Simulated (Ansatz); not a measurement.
# CuBiSeO (P4/nmm): the r2SCAN gap against the wavefunction cutoff

Aim: see how gap, energy and time of CuBiSeO (P4/nmm) follow the wavefunction cutoff.

Method: DFT, r2SCAN, plane waves, PAW; PAW set soft_1, in Ansatz 0.2.0.

Most raw output is cut from this account.

## (1) Set-up

Symmetry: P4/nmm, No. 129, tetragonal system. The conventional cell has a = 3.922 Å, b = 3.922 Å, c = 8.913 Å, α = 90.00°, β = 90.00°, γ = 90.00°. Nearest to Cu lie 4 Se at 2.50 Å and 4 Cu at 2.77 Å. Bi has 4 O at 2.32 Å and 4 Se at 3.24 Å nearest. Nearest to Se lie 4 Cu at 2.50 Å and 4 Bi at 3.24 Å. O has 4 Bi at 2.32 Å nearest. Farther neighbours and most contacts between anions are not listed.

Geometry: measured lattice cell, ions relaxed with r2SCAN; the structure entry is the Materials Project's. The runs that relaxed it are not among those shown. Spin-orbit coupling is left out unless a step names it.

## (2) Wavefunction cutoff: 220 eV

input.yaml

```yaml
crystal:
  lattice:
    - [3.9221, 0.0, 0.0]
    - [0.0, 3.9221, 0.0]
    - [0.0, 0.0, 8.9133]
  atoms:
    - { symbol: Cu, position: [0.0, 0.0, 0.5] }
    - { symbol: Cu, position: [0.5, 0.5, 0.5] }
    - { symbol: Bi, position: [0.0, 0.5, 0.8600640231] }
    - { symbol: Bi, position: [0.5, 0.0, 0.1399359769] }
    - { symbol: Se, position: [0.5, 0.0, 0.6731283809] }
    - { symbol: Se, position: [0.0, 0.5, 0.3268716191] }
    - { symbol: O, position: [0.5, 0.5, 0.0] }
    - { symbol: O, position: [0.0, 0.0, 0.0] }
kpoints:
  mp_grid: { grid: [6, 6, 4] }
  band_path:
    path:
      - [0.0, 0.0, 0.0]
      - [0.0, 0.5, 0.0]
      - [0.5, 0.5, 0.0]
      - [0.0, 0.0, 0.5]
      - [0.0, 0.5, 0.5]
      - [0.5, 0.5, 0.5]
      - [0.1666666667, 0.1666666667, 0.0]
    npoints: 1
hamiltonian:
  xc: r2scan
  pseudopotentials: { kind: paw, azcp: { folder: soft_1 } }
scf:
  occupations: { method: fermi_dirac, width: 0.02 }
  n_extra_bands: 6
  max_iter: 80
output:
  eigenvalues: true
  forces: true
  stress: true
basis:
  ecutwfc: 220.0
```

Started as:

```console
$ ansatz run input.yaml --threads 3 --pin off --max-ram 92160MiB --backend cuda --events-out ev --progress --plain --runs-dir out --devices 1 --max-vram 13GiB
```

It took 8.1 s on 1 × NVIDIA H100 80GB HBM3 (shared by 6 runs) with 3 threads of AMD EPYC 7R13 (Zen 3), shared host; peak memory 0.96 GiB.

Numbers from this step:

```yaml
pressure: -1.095 GPa
gap: 0.8339 eV
valence_top_at: k = (0.167, 0.167, 0.000)
conduction_bottom_at: Z
least_direct_gap: 0.9145 eV
```

The gap is indirect, with the least direct gap 0.08 eV higher.

## (3) Wavefunction cutoff: 350 eV

input.yaml, as its differences from that of step 2:

```diff
@@ -30,3 +30,3 @@
 scf:
-  occupations: { method: fermi_dirac, width: 0.02 }
+  occupations: { method: fixed }
   n_extra_bands: 6
@@ -38,2 +38,2 @@
 basis:
-  ecutwfc: 220.0
+  ecutwfc: 350.0
```

It took 9.9 s on 1 × NVIDIA H100 80GB HBM3 (shared by 6 runs) with 3 threads; peak memory 1 GiB; 6.5 s of CPU time.

Numbers from this step:

- pressure: 0.8597 GPa
- gap: 0.5477 eV
- valence top at: k = (0.167, 0.167, 0.000)
- conduction bottom at: Z
- least direct gap: 0.6336 eV

The gap is 0.548 eV, −0.286 eV from the run before at this level.

## (4) Wavefunction cutoff: 500 eV (the default)

input.yaml, the sections that differ from step 3:

```yaml
kpoints:
  mp_grid: { grid: [6, 6, 4] }
  band_path:
    path:
      - [[0.0, 0.0, 0.0], [0.0, 0.5, 0.0], [0.5, 0.5, 0.0], [0.0, 0.0, 0.0], [0.0, 0.0, 0.5], [0.0, 0.5, 0.5], [0.5, 0.5, 0.5], [0.0, 0.0, 0.5]]
      - [[0.0, 0.5, 0.0], [0.0, 0.5, 0.5]]
      - [[0.5, 0.5, 0.0], [0.5, 0.5, 0.5]]
    npoints: 10
scf:
  occupations: { method: fermi_dirac, width: 0.02 }
  n_extra_bands: 6
output:
  eigenvalues: true
  forces: true
  stress: true
  write_density: true
  write_potential: true
  elf: true
  volumetric_format: npy
# crystal, hamiltonian: as in step 3
# basis: removed
```

It took 11 s on 1 × NVIDIA H100 80GB HBM3 (shared by 6 runs) with 3 threads; peak memory 1.3 GiB.

Numbers from this step:

```yaml
pressure: 0.7640 GPa
gap: 0.5509 eV
valence_top_at: k = (0.167, 0.167, 0.000)
conduction_bottom_at: Z
least_direct_gap: 0.6372 eV
```

The gap is 0.551 eV, +0.003 eV from the run before at this level.

## (5) Wavefunction cutoff: 750 eV

input.yaml, the sections that differ from step 4:

```yaml
kpoints:
  mp_grid: { grid: [6, 6, 4] }
  band_path:
    path:
      - [0.0, 0.0, 0.0]
      - [0.0, 0.5, 0.0]
      - [0.5, 0.5, 0.0]
      - [0.0, 0.0, 0.5]
      - [0.0, 0.5, 0.5]
      - [0.5, 0.5, 0.5]
      - [0.1666666667, 0.1666666667, 0.0]
    npoints: 1
scf:
  occupations: { method: fixed }
  n_extra_bands: 6
  max_iter: 80
output:
  eigenvalues: true
  forces: true
  stress: true
basis:
  ecutwfc: 750.0
# crystal, hamiltonian: as in step 4
```

The job ended after 15 s (1 × NVIDIA H100 80GB HBM3 (shared by 6 runs) with 3 threads; peak memory 1.3 GiB).

Numbers from this step:

```
pressure             : 0.7548 GPa
gap                  : 0.5512 eV
valence top at       : k = (0.167, 0.167, 0.000)
conduction bottom at : Z
least direct gap     : 0.6375 eV
```

The gap is 0.551 eV, as in the run before at this level.

## (6) The series

Differences are against the last row; a negative gap means that bands overlap, and a run with a band path holds that path's time. Times are wall times on 1 × NVIDIA H100 80GB HBM3 (shared by 6 runs) with 3 threads of AMD EPYC 7R13 (Zen 3), shared host, good to a factor of about two.

```csv
wavefunction cutoff,gap (eV),direct gap (eV),gap error (eV),energy error (meV/atom),irreducible k,time
220 eV,0.834,0.915,+0.283,+2669.8,30,8.1 s
350 eV,0.548,0.634,−0.004,+18.4,30,9.9 s
500 eV,0.551,0.637,−0.0003,+1.6,30,11 s
750 eV,0.551,0.638,+0.000,+0.0,30,15 s
```

## (7) Outcome

```json
{
  "220 eV": "0.834 eV",
  "350 eV": "0.548 eV",
  "500 eV": "0.551 eV",
  "750 eV": "0.551 eV"
}
```

**Reading.** The gap holds to 0.02 eV from 350 eV on. At 220 eV the gap is off by +0.283 eV and the energy by +2670 meV/atom. The runs have no spin polarisation. For a closed low-spin shell that is the natural state; where a d or f shell is open it is a constraint, and the gap is then not the crystal's own.

[Paths, hosts, dates, memory and timing lines, banners, echoed tables and standing remarks are left out of the program output.]

[Logs are printed without paths, hosts, clocks, repeated set-up lines and the standing remarks that a program may print on its own settings, such as how far it seeks lower states.]

[Runs of the session that timed out or met a known fault of the program may be left out.]

[Cells called generated may have been cut or substituted from an entry of the Crystallography Open Database or the Materials Project.]

[Hosts, paths, dates, database ids (printed as entryN), source tags and the programs' standing remarks are cut or masked in the printed files.]
